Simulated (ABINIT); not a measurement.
# Quasiparticle gap of InGaN2 (P3m1) in ABINIT, part 3 of 3

Aim: the G0W0 gap of InGaN2 (P3m1) on PBEsol with spin-orbit coupling, step by step.

ABINIT 10.8.3; PBEsol and many-body steps on it, plane waves. Known limits of the many-body steps: not at the basis limit; screening runs away on this mesh; screening head approximate; coarse k mesh.

So far. Step 3 (Bands along the symmetry lines): The gap is 0.200 eV, as in the run before at this level. Step 4 (Empty states on the mesh, 3×3×2 mesh, 166 bands): On this mesh the gap is 0.200 eV.

## (5) Screening, 3×3×2 mesh, 152 bands, screening to 119.7 eV

The RPA dielectric matrix is built and inverted for each q.

This step: RPA screening on PBEsol with spin-orbit coupling, plane waves, norm-conserving pseudopotentials.

Input file run.abi:

```
acell 3*1.0 Angstrom
rprim 
  3.399288205422 -0.000000000005 0.000000000000
  -1.699644102707 2.943869940683 0.000000000000
  0.000000000000 0.000000000000 5.551613000000
ntypat 3
znucl 49 31 7
natom 4
typat 1 2 3 3
xred 
  0.000000000000 0.000000000000 0.998402000000
  0.666666666667 0.333333333333 0.495356000000
  0.666666666667 0.333333333333 0.145617000000
  0.000000000000 0.000000000000 0.602224000000
pp_dirpath "pseudos"
pseudos "In.upf, Ga.upf, N.upf"
ecut 45
nspinor 2
ngkpt 3 3 2
nshiftk 1
shiftk 0 0 0
kptopt 1
chksymbreak 0
istwfk *1
occopt 1
irdwfk 1
optdriver 3
nband 152
ecuteps 4.4
inclvkb 0
awtr 1
symchi 1
indata_prefix "in"
outdata_prefix "out"
tmpdata_prefix "tmp"
```

Run with:

```
$ OMP_NUM_THREADS=1 mpirun -n 8 abinit run.abi > log
```

Numbers of over 12 decimals in the logs are rounded to 6 here.

What it wrote:

```text
.Version 10.8.3 of ABINIT. v10.8.2 released Aug 2026.

 Symmetries : space group P3 m 1 (#156); Bravais hP (primitive hexag.)
[... echo of the input left out ...]
== DATASET  1 ==================================================================
-   mpi_nproc: 8, omp_nthreads: 1 (-1 if OMP is not activated)

--- !DatasetInfo
iteration_state: {dtset: 1, }
dimensions: {natom: 4, nkpt: 6, mband: 152, nsppol: 1, nspinor: 2, nspden: 1, mpw: 5432, }
cutoff_energies: {ecut:  45.0, pawecutdg:  -1.0, }
electrons: {nelect:   5.20000000E+01, charge:   0.00000000E+00, occopt:   1.00000000E+00, tsmear:   1.00000000E-02, }

 SCREENING: Calculation of the susceptibility and dielectric matrices

 Based on a program developped by R.W. Godby, V. Olevano, G. Onida, and L. Reining.
 Incorporated in ABINIT by V. Olevano, G.-M. Rignanese, and M. Torrent.
.Using double precision arithmetic ; gwpc =  8

[... cell and pseudopotentials left out ...]
--------------------------------------------------------------------------------

 ==== K-mesh for the wavefunctions ====
 Number of points in the irreducible wedge :     6
[... list of points left out ...]
 Together with  6 symmetry operations and time-reversal symmetry
 yields    18 points in the full Brillouin Zone.

 ==== Q-mesh for the screening function ====
 Number of points in the irreducible wedge :     6
[... list of points left out ...]
 Together with  6 symmetry operations and time-reversal symmetry
 yields    18 points in the full Brillouin Zone.

 setmesh: FFT mesh size selected  =    24x   24x   45
          total number of points  =        25920

 vcoul_init : cutoff-mode = AUXILIARY_FUNCTION
 q-points for optical limit:   1
     1)      0.000010    0.000020    0.000030

- screening: taking advantage of time-reversal symmetry
- Maximum band index for partially occupied states nbvw = 52
- Remaining bands to be divided among processors   nbcw = 100
- Number of bands treated by each node ~12

 Number of electrons calculated from density =   52.0000; Expected =   52.0000
 average of density, n =  0.138701
 r_s =    1.1984
 omega_plasma =   35.9249 [eV]

 calculating chi0 at frequencies [eV] :
  1    0.000000E+00    0.000000E+00
  2    0.000000E+00    3.592494E+01

--------------------------------------------------------------------------------
  q-point number  1        q = ( 0.000000, 0.000000, 0.000000) [r.l.u.]
--------------------------------------------------------------------------------
[... chi0 elements left out ...]
 For q-point:  0.000010 0.000020 0.000030
  dielectric constant =   2.42241E+03
  dielectric constant without local fields =   3.17930E+03

  Average fulfillment of the sum rule on Im[epsilon] for q-point    1 :     33.01  [%]
[... wings left out ...]
  q-point number  2        q = ( 0.333333, 0.000000, 0.000000) [r.l.u.]
--------------------------------------------------------------------------------
[... chi0 elements left out ...]
  Average fulfillment of the sum rule on Im[epsilon] for q-point    2 :     37.82  [%]

 [... 4 further q-points ...]
```

It took 45 s on 8 MPI ranks of Arm Neoverse V2, shared host; peak memory 3.5 GiB; 6 min of CPU time.

Numbers from this step:

```yaml
eps_infinity_with_local_fields_on_this_mesh_along_the_program_s_q_direction: 2422
the_same_without_local_fields: 3179
plasma_frequency: 35.92 eV
plane_waves_in_the_screening_matrix: 147
```

Local fields lower ε∞ by 24 %. The value itself is an artefact of the mesh, where one narrow direct gap carries too much weight.

## (6) Self-energy, 3×3×2 mesh, 152 bands, screening to 119.7 eV

The self-energy is evaluated for the states that the input lists, and the levels follow from it, in one-shot runs by the linearised quasiparticle equation.

This step: G0W0 on PBEsol with spin-orbit coupling, plane waves, norm-conserving pseudopotentials.

Edit run.abi of step 5 so:

```diff
@@ -26,8 +26,15 @@
 irdwfk 1
-optdriver 3
+optdriver 4
 nband 152
+gwcalctyp 0
+ecutsigx 45
+symsigma 0
+nkptgw 1
+kptgw 
+  0.0000000000 0.0000000000 0.0000000000
+bdgw 
+  49 56
 ecuteps 4.4
-inclvkb 0
-awtr 1
-symchi 1
+irdscr 1
+ppmodel 1
 indata_prefix "in"
```

What it wrote:

```text
.Version 10.8.3 of ABINIT. v10.8.2 released Aug 2026.

 Symmetries : space group P3 m 1 (#156); Bravais hP (primitive hexag.)
[... echo of the input left out ...]
== DATASET  1 ==================================================================
-   mpi_nproc: 8, omp_nthreads: 1 (-1 if OMP is not activated)

--- !DatasetInfo
iteration_state: {dtset: 1, }
dimensions: {natom: 4, nkpt: 6, mband: 152, nsppol: 1, nspinor: 2, nspden: 1, mpw: 5432, }
cutoff_energies: {ecut:  45.0, pawecutdg:  -1.0, }
electrons: {nelect:   5.20000000E+01, charge:   0.00000000E+00, occopt:   1.00000000E+00, tsmear:   1.00000000E-02, }

 SIGMA: Calculation of the GW corrections

 Based on a program developped by R.W. Godby, V. Olevano, G. Onida, and L. Reining.
 Incorporated in ABINIT by V. Olevano, G.-M. Rignanese, and M. Torrent.
.Using double precision arithmetic ; gwpc =  8

[... cell and pseudopotentials left out ...]
--------------------------------------------------------------------------------

 ==== K-mesh for the wavefunctions ====
 Number of points in the irreducible wedge :     6
[... list of points left out ...]
 Together with  6 symmetry operations and time-reversal symmetry
 yields    18 points in the full Brillouin Zone.

 ==== Q-mesh for screening function ====
 Number of points in the irreducible wedge :     6
[... list of points left out ...]
 Together with  6 symmetry operations and time-reversal symmetry
 yields    18 points in the full Brillouin Zone.

 vcoul_init : cutoff-mode = AUXILIARY_FUNCTION
 q-points for optical limit:   1
     1)      0.000010    0.000020    0.000030
 setmesh: FFT mesh size selected  =    36x   36x   64
          total number of points  =        82944

 Number of electrons calculated from density =   52.0000; Expected =   52.0000
 average of density, n =  0.138701
 r_s =    1.1984
 omega_plasma =   35.9249 [eV]

 === KS Band Gaps ===
  >>>> For spin  1
   Minimum direct gap =   0.2002 [eV], located at k-point      :   0.0000  0.0000  0.0000
   Fundamental gap    =   0.2002 [eV], Top of valence bands at :   0.0000  0.0000  0.0000
                                       Bottom of conduction at :   0.0000  0.0000  0.0000
 SIGMA fundamental parameters:
 PLASMON POLE MODEL  1
 number of plane-waves for SigmaX                 5383
 number of plane-waves for SigmaC and W            147
 number of plane-waves for wavefunctions          5383
 number of bands                                   152
 number of independent spin polarizations            1
 number of spinorial components                      2
 number of k-points in IBZ                           6
 number of q-points in IBZ                           6
 number of symmetry operations                       6
 number of k-points in BZ                           18
 number of q-points in BZ                           18
 number of frequencies for dSigma/dE                 9
 frequency step for dSigma/dE [eV]                0.25
 number of omega for Sigma on real axis              0
 max omega for Sigma on real axis  [eV]           0.00
 zcut for avoiding poles [eV]                     0.10

 EPSILON^-1 parameters (SCR file):
 dimension of the eps^-1 matrix on file            147
 dimension of the eps^-1 matrix used               147
 number of plane-waves for wavefunctions          5383
 number of bands                                   152
 number of q-points in IBZ                           6
 number of frequencies                               2
 number of real frequencies                          1
 number of imag frequencies                          1

 matrix elements of self-energy operator (all in [eV])

 Perturbative Calculation

--- !SelfEnergy_ee
iteration_state: {dtset: 1, }
kpoint     : [   0.000,    0.000,    0.000, ]
spin       : 1
KS_gap     :    0.200
QP_gap     :    0.515
Delta_QP_KS:    0.315
data: !SigmaeeData |
     Band     E0 <VxcDFT>   SigX SigC(E0)      Z dSigC/dE  Sig(E)    E-E0       E
       49   6.317 -18.219 -21.626   3.894   0.785  -0.275 -17.837   0.382   6.698
       50   6.317 -18.219 -21.626   3.894   0.785  -0.275 -17.837   0.382   6.698
       51   6.322 -18.176 -21.546   3.861   0.785  -0.274 -17.791   0.385   6.707
       52   6.322 -18.176 -21.546   3.861   0.785  -0.274 -17.791   0.385   6.707
       53   6.522 -13.771  -9.734  -3.179   0.815  -0.226 -13.071   0.700   7.223
       54   6.522 -13.771  -9.734  -3.179   0.815  -0.226 -13.071   0.700   7.222
       55   9.430 -13.524  -8.417  -3.985   0.825  -0.213 -12.599   0.925  10.355
       56   9.430 -13.524  -8.417  -3.985   0.825  -0.213 -12.599   0.924  10.354

== END DATASET(S) ==============================================================
================================================================================

 -outvars: echo values of variables after computation  --------
           etotal      0.0000000000E+00
            nband         152
             nkpt           6
          spgroup         156
 [... the other variables as echoed above ...]

 Calculation completed.
```

Wall time 13 s (8 MPI ranks); peak memory 2 GiB.

This step gave:

```yaml
g0w0_gap_on_the_points_computed: 0.5150 eV
starting_gap_on_the_mesh: 0.2000 eV
k_of_the_valence_top: 0, 0, 0
k_of_the_conduction_bottom: 0, 0, 0
z_at_the_valence_top: 0.785
z_at_the_conduction_bottom: 0.815
least_direct_g0w0_gap_on_the_computed_points: 0.5150 eV
```

The gap on the mesh goes from 0.20 eV to 0.52 eV, a correction of +0.31 eV.

Limits: finite bands, cutoff and mesh; screening head approximate; coarse k mesh. v1 is the top filled band, c1 the lowest empty one. The levels before and after the correction (eV, zero at the valence-band top of each column):

```
           conduction bottom  valence top
Kohn-Sham               0.20         0.00
     G0W0               0.52         0.00
```

```
             level  energy (eV)
Kohn-Sham  Γ v4-v3       -0.006
Kohn-Sham  Γ v2-v1        0.000
Kohn-Sham  Γ c1-c2        0.200
Kohn-Sham  Γ c3-c4        3.108
     G0W0  Γ v4-v3       -0.009
     G0W0  Γ v2-v1        0.000
     G0W0  Γ c1-c2        0.516
     G0W0  Γ c3-c4        3.648
```

## (7) Where the time went

Times are wall times on 8 MPI ranks of Arm Neoverse V2, shared host, good to a factor of about two.

```
                          step     time  share  memory (GiB)
                  ground state  2.7 min   42 %          0.96
bands along the symmetry lines     92 s   24 %           1.1
      empty states on the mesh     69 s   18 %          0.85
                     screening     45 s   12 %           3.5
                   self-energy     13 s    3 %           2.0
```

## (8) Outcome

```yaml
pbesol_gap: 0.20 eV, direct
g0w0_gap_on_the_mesh: 0.52 eV
gw_settings: 3×3×2 mesh, 152 bands, screening to 119.7 eV, Godby-Needs plasmon pole
known_limits: not at the basis limit; screening runs away on this mesh; screening head approximate; coarse k mesh
```

What this shows: G0W0 moves the gap on the mesh from 0.20 eV to 0.52 eV (+0.31 eV), with Z of 0.79 and 0.81 at the edges. Local fields lower the RPA ε∞ on this mesh from 3179.30 to 2422.41; a Γ-centred mesh this coarse tends to raise both, most where the direct gap is narrow, while a short band sum lowers them. Only 1 of the mesh's irreducible points was corrected, so a valley elsewhere could overtake. The dearest step here is «ground state». Bands and cutoff are finite, so the gap is not at the basis limit. The miss can reach some tenths of an eV and take either sign; the mesh is an error of its own. In the G0W0 run levels were corrected at 1 k point alone, so a gap called «on the mesh» is the least over those, and an edge elsewhere would be missed. The 3×3×2 mesh is coarse for this cell, which bears on the long-range parts of exchange and screening. On this mesh the RPA ε∞ passes 90, more than nearly any semiconductor shows; a coarse mesh does this where one point with a narrow direct gap carries much weight. The screening is then too strong, and the G0W0 gap should not be taken as the material's. The long-wavelength limit of the screening leaves out the non-local commutator, which shifts ε∞.

[Paths, hosts, dates, memory and timing lines, banners, echoed tables and standing remarks are left out of the program output.]

[Logs are printed without paths, hosts, clocks, repeated set-up lines and the standing remarks that a program may print on its own settings, such as how far it seeks lower states.]

[Runs of the session that timed out or met a known fault of the program may be left out.]

[Hosts, paths, dates, database ids (printed as entryN), source tags and the programs' standing remarks are cut or masked in the printed files.]

[G0W0 gaps are taken among the corrected bands and points alone; a level outside them can change the order at an edge.]

[Where Ansatz stands beside ABINIT at settings called matched, ABINIT's density can come from a denser mesh and the files from another edition; pairs whose starting gaps differed by over 0.03 eV were left out, so agreement reads better than it is.]
